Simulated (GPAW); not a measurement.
# Dielectric function and optical constants of LiF (Griceite), part 2 of 2

Aim: the dielectric function of LiF (Griceite), and the optical constants that follow from it.

GPAW 26.7.0; DFT, LDA, plane-wave PAW (GPAW data sets), scalar-relativistic, RPA, optical limit.

So far. Step 2 (Ground state): There is a gap, 8.78 eV on this mesh (points off the mesh can give less), so no carriers' term is needed.

**4. Dielectric function, RPA**

Local fields let the induced charge screen the field inside the cell, which as a rule lowers ε, most along directions where the density is uneven.

This step: DFT, LDA, plane-wave PAW (GPAW data sets), scalar-relativistic, RPA, optical limit (GPAW 26.7.0).

File df.py:

```python
from gpaw.response.df import DielectricFunction

df = DielectricFunction('full.gpw', frequencies={'type': 'nonlinear', 'domega0': 0.03, 'omega2': 8},
                        ecut=80,
                        eta=0.1,
                        nbands=16,
                        txt='df.txt')
for direction in ['x']:
    df.get_dielectric_function(xc='RPA', direction=direction, filename=f'df_{direction}.csv')
```

The run is started by

```bash
OMP_NUM_THREADS=1 python df.py
```

Log:

```text
Using integrator: PointIntegrator
NonLinearFrequencyDescriptor(from 0.000 to 69.634 eV, 505 points)
Nonperiodic BCs:  [False False False]
Using integrator: PointIntegrator
NonLinearFrequencyDescriptor(from 0.000 to 69.634 eV, 505 points)
Nonperiodic BCs:  [False False False]

Calculating chi0 body with:
    Ground state adapter containing:
    Number of spins: 1
    Number of kpoints: 4096
    Number of irreducible kpoints: 145
    Number of completely occupied states: 4
    Number of partially occupied states: 4

    Linear response parametrization:
    q_c: [0.0, 0.0, 0.0]
    Number of frequency points: 505
    Planewave cutoff: 80.0
    Number of bands: 16
    Number of planewaves: 27
    Broadening (eta): 0.1

Integrating chi0 body.

Symmetries of q_c:
    Direct symmetries (Uq -> q): 48
    Indirect symmetries (TUq -> q): 0
In total 48 allowed symmetries.

145 groups of equivalent kpoints. 96.4599609375% reduction.

Integral kind: spectral function

Calculating chi0 optical extensions with:
    Ground state adapter containing:
    Number of spins: 1
    Number of kpoints: 4096
    Number of irreducible kpoints: 145
    Number of completely occupied states: 4
    Number of partially occupied states: 4

    Linear response parametrization:
    Number of frequency points: 505
    Planewave cutoff: 80.0
    Number of bands: 16
    Number of planewaves: 27
    Broadening (eta): 0.1
Integrating chi0 head and wings.

Symmetries of q_c:
    Direct symmetries (Uq -> q): 48
    Indirect symmetries (TUq -> q): 0
In total 48 allowed symmetries.

145 groups of equivalent kpoints. 96.4599609375% reduction.

Integral kind: spectral function wings
```

Wall time 4.1 s (1 thread of Arm Neoverse V1, shared host); peak memory 0.18 GiB.

Read-outs, printed or worked out from the files:

* electronic dielectric constant ε∞, mean over x, y and z (by symmetry where fewer were run): 1.986
* main peak of Im epsilon, first axis: 21.44 eV

Some rows of df_x.csv (energy; Re and Im without local fields; Re and Im with them):

```text
0.000000, 2.059769, -0.000000, 1.986390, -0.000000
0.555532, 2.061354, 0.000572, 1.987865, 0.000532
1.143969, 2.066535, 0.001194, 1.992688, 0.001111
1.768324, 2.076137, 0.001892, 2.001629, 0.001762
2.431988, 2.091336, 0.002705, 2.015787, 0.002521
3.138794, 2.113862, 0.003697, 2.036782, 0.003447
3.893091, 2.146385, 0.004976, 2.067120, 0.004644
4.699832, 2.193274, 0.006741, 2.110911, 0.006299
5.564682, 2.262330, 0.009416, 2.175502, 0.008815
6.494155, 2.369389, 0.014081, 2.275842, 0.013211
7.495775, 2.554777, 0.024584, 2.450021, 0.023124
8.578281, 3.008046, 0.085325, 2.876808, 0.080365
9.751884, 3.286105, 0.896507, 3.136720, 0.848040
11.028587, 2.137305, 2.505875, 2.118661, 2.453917
12.422601, 1.395122, 1.723494, 1.277370, 1.728392
13.950874, 1.199647, 0.751559, 1.009763, 0.711446
15.633783, 2.331250, 0.912951, 1.984002, 0.700539
17.496047, 1.277993, 1.071019, 1.088202, 0.979088
19.567954, 0.452713, 3.026108, 1.264483, 2.218897
21.887015, -0.696227, 0.543918, -1.401553, 1.410807
24.500258, 0.372975, 0.300080, 0.362327, 0.302493
```

The Im ε, E ∥ x has structure finer than the step of the table below, so its rows give means over 1 eV, whole bins alone (the curve runs from 0 to 25.0 eV). Peaks (eV: height): 10.8: 2.77, 16.7: 2.18, 19.3: 2.25, 21.5: 3.79.

Values under the direct gap are tails of Lorentzian lines. Table of Im ε, E ∥ x by photon energy; means over each step:

photon energy (eV), Im ε, E ∥ x and a bar:
```
        1       0.00 
        2       0.00 
        3       0.00 
        4       0.00 
        5       0.01 
        6       0.01 
        7       0.02 
        8       0.04 
        9       0.37 ####
       10       1.12 ##############
       11       2.40 #############################
       12       1.89 #######################
       13       1.34 ################
       14       0.85 ##########
       15       0.50 ######
       16       0.84 ##########
       17       1.63 ####################
       18       0.91 ###########
       19       1.78 #####################
       20       1.91 #######################
       21       2.49 ##############################
       22       1.46 ##################
       23       0.36 ####
       24       0.32 ####
```

Table of Re ε, E ∥ x by photon energy:

photon energy (eV), Re ε, E ∥ x and a bar from the least value:
```
        0       1.99 #####################
        1       1.99 #####################
        2       2.01 #####################
        3       2.03 #####################
        4       2.07 #####################
        5       2.13 ######################
        6       2.22 ######################
        7       2.35 #######################
        8       2.59 #########################
        9       3.13 ############################
       10       3.41 ##############################
       11       2.18 ######################
       12       1.30 ################
       13       1.07 ###############
       14       1.10 ###############
       15       1.46 #################
       16       1.92 ####################
       17       1.19 ################
       18       1.68 ###################
       19       2.15 ######################
       20       0.80 #############
       21       1.19 ################
       22      -1.23 
       23      -0.04 ########
       24       0.34 ##########
```

The reflectivity at normal incidence, E ∥ x has structure finer than the step of the table below, so its rows give means over 0.5 eV, whole bins alone (the curve runs from 0 to 25.0 eV). Peaks (eV: height): 10.81: 14.8, 16.75: 11.4, 22.02: 50.2.

Table of reflectivity at normal incidence, E ∥ x by photon energy; means over each step:

| photon energy (eV) | reflectivity at normal incidence, E ∥ x (%) |
| --- | --- |
| 0.5 | 2.89 |
| 1.0 | 2.91 |
| 1.5 | 2.93 |
| 2.0 | 2.97 |
| 2.5 | 3.02 |
| 3.0 | 3.08 |
| 3.5 | 3.15 |
| 4.0 | 3.25 |
| 4.5 | 3.36 |
| 5.0 | 3.50 |
| 5.5 | 3.66 |
| 6.0 | 3.86 |
| 6.5 | 4.12 |
| 7.0 | 4.44 |
| 7.5 | 4.87 |
| 8.0 | 5.48 |
| 8.5 | 6.50 |
| 9.0 | 7.91 |
| 9.5 | 8.64 |
| 10.0 | 9.77 |
| 10.5 | 12.4 |
| 11.0 | 13.2 |
| 11.5 | 12.2 |
| 12.0 | 10.0 |
| 12.5 | 9.28 |
| 13.0 | 6.27 |
| 13.5 | 6.00 |
| 14.0 | 3.15 |
| 14.5 | 2.37 |
| 15.0 | 1.78 |
| 15.5 | 3.43 |
| 16.0 | 4.53 |
| 16.5 | 7.98 |
| 17.0 | 9.80 |
| 17.5 | 4.87 |
| 18.0 | 3.89 |
| 18.5 | 5.55 |
| 19.0 | 9.91 |
| 19.5 | 12.4 |
| 20.0 | 11.7 |
| 20.5 | 9.80 |
| 21.0 | 13.4 |
| 21.5 | 30.9 |
| 22.0 | 47.7 |
| 22.5 | 45.2 |
| 23.0 | 29.4 |
| 23.5 | 15.0 |
| 24.0 | 7.62 |
| 24.5 | 5.91 |

The Im ε, E ∥ x has structure finer than the step of the table below, so its rows give means over 1 eV, whole bins alone (the curve runs from 0 to 25.0 eV). Peaks (eV: height): without local fields 10.8: 2.94, 16.7: 2.75, 19.1: 3.68, 20.7: 2.82; with local fields 10.8: 2.77, 16.7: 2.18, 19.3: 2.25, 21.5: 3.79.

Values under the direct gap are tails of Lorentzian lines. Table of Im ε, E ∥ x by photon energy; means over each step:

| photon energy (eV) | without local fields | with local fields |
| --- | --- | --- |
| 1 | 0.00104 | 9.7e-4 |
| 2 | 0.00217 | 0.00202 |
| 3 | 0.00350 | 0.00327 |
| 4 | 0.00521 | 0.00486 |
| 5 | 0.00761 | 0.00711 |
| 6 | 0.0114 | 0.0107 |
| 7 | 0.0186 | 0.0175 |
| 8 | 0.0400 | 0.0376 |
| 9 | 0.390 | 0.367 |
| 10 | 1.21 | 1.12 |
| 11 | 2.49 | 2.40 |
| 12 | 1.89 | 1.89 |
| 13 | 1.35 | 1.34 |
| 14 | 0.888 | 0.851 |
| 15 | 0.582 | 0.502 |
| 16 | 1.12 | 0.838 |
| 17 | 1.94 | 1.63 |
| 18 | 1.19 | 0.914 |
| 19 | 2.97 | 1.78 |
| 20 | 2.58 | 1.91 |
| 21 | 2.26 | 2.49 |
| 22 | 0.547 | 1.46 |
| 23 | 0.311 | 0.361 |
| 24 | 0.318 | 0.320 |

The refractive index n and extinction k by photon energy:

```
photon energy (eV)      n        k
               0.0   1.41        0
               0.5   1.41   1.7e-4
               1.0   1.41   3.4e-4
               1.5   1.41   5.2e-4
               2.0   1.42   7.1e-4
               2.5   1.42   9.2e-4
               3.0   1.43  0.00114
               3.5   1.43  0.00139
               4.0   1.44  0.00168
               4.5   1.45  0.00202
               5.0   1.46  0.00242
               5.5   1.47  0.00292
               6.0   1.49  0.00355
               6.5   1.51  0.00439
               7.0   1.53  0.00558
               7.5   1.57  0.00741
               8.0   1.61   0.0107
               8.5   1.68   0.0200
               9.0   1.77    0.110
               9.5   1.82    0.192
              10.0   1.87    0.292
              10.5   1.94    0.516
              11.0   1.66    0.757
              11.5   1.46    0.759
              12.0   1.33    0.694
              12.5   1.29    0.677
              13.0   1.13    0.460
              13.5   1.11    0.556
              14.0   1.09    0.311
              14.5   1.12    0.295
              15.0   1.22    0.176
              15.5   1.40    0.203
              16.0   1.42    0.297
              16.5   1.63    0.386
              17.0   1.30    0.700
              17.5   1.13    0.432
              18.0   1.33    0.311
              18.5   1.44    0.357
              19.0   1.59    0.605
              19.5   1.40    0.791
              20.0   1.19    0.785
              20.5   1.27    0.677
              21.0   1.36    0.819
              21.5   1.25     1.48
              22.0  0.444     1.19
              22.5  0.324    0.795
              23.0  0.368    0.413
              23.5  0.499    0.345
              24.0  0.633    0.237
              24.5  0.646    0.234
```

From ε follow the optical constants at some laser and lamp lines:

```csv
wavelength (nm),n,k,R (%),1/α
1550,1.41,0.000,2.9,452 µm
1064,1.41,0.000,2.9,211 µm
532,1.42,0.001,3.0,50 µm
450,1.42,0.001,3.0,35 µm
405,1.43,0.001,3.1,28 µm
365,1.43,0.001,3.1,22 µm
193,1.51,0.004,4.1,3.6 µm
```

Below the direct gap, k and the depth come from the tails of the Lorentzian lines, not from transitions.

**5. Results**

```
electronic dielectric constant ε∞, mean over x, y and z (by symmetry where fewer were run) (RPA) : 1.99
main peak of Im epsilon, first axis                                                              : 21.4 eV
```

**Reading.** At this level (LDA, RPA) LiF has ε∞ = 1.99 and n = 1.41 at 1550 nm, and Im ε peaks at 21.4 eV. On the mesh the gap is 8.78 eV and the least direct gap 8.78 eV. Local fields change the static value along x from 2.06 to 1.99 (-4 %). Distinct maxima of Im ε, read by a parabola through the highest points, lie at 10.84 eV (2.8), 11.37 eV (2.6), 19.32 eV (2.3) and 21.44 eV (3.8). Excitons and phonon-assisted transitions are missing; LDA gaps are as a rule too small, which pulls the onset down and ε∞ up. The sum runs over mesh points, so small or evenly spaced maxima can still be ripples of the mesh. In this version of GPAW the matrix elements of the optical limit are incomplete, which can lower ε − 1 by up to a tenth where first-row anions or d states rule, and shift it by more in d metals.

[Machine, clock and banner lines and Python warnings are left out of the logs.]

[Logs are printed without paths, hosts, clocks, repeated set-up lines and the standing remarks that a program may print on its own settings, such as how far it seeks lower states.]

[Hosts, paths, dates, database ids (printed as entryN), source tags and the programs' standing remarks are cut or masked in the printed files.]
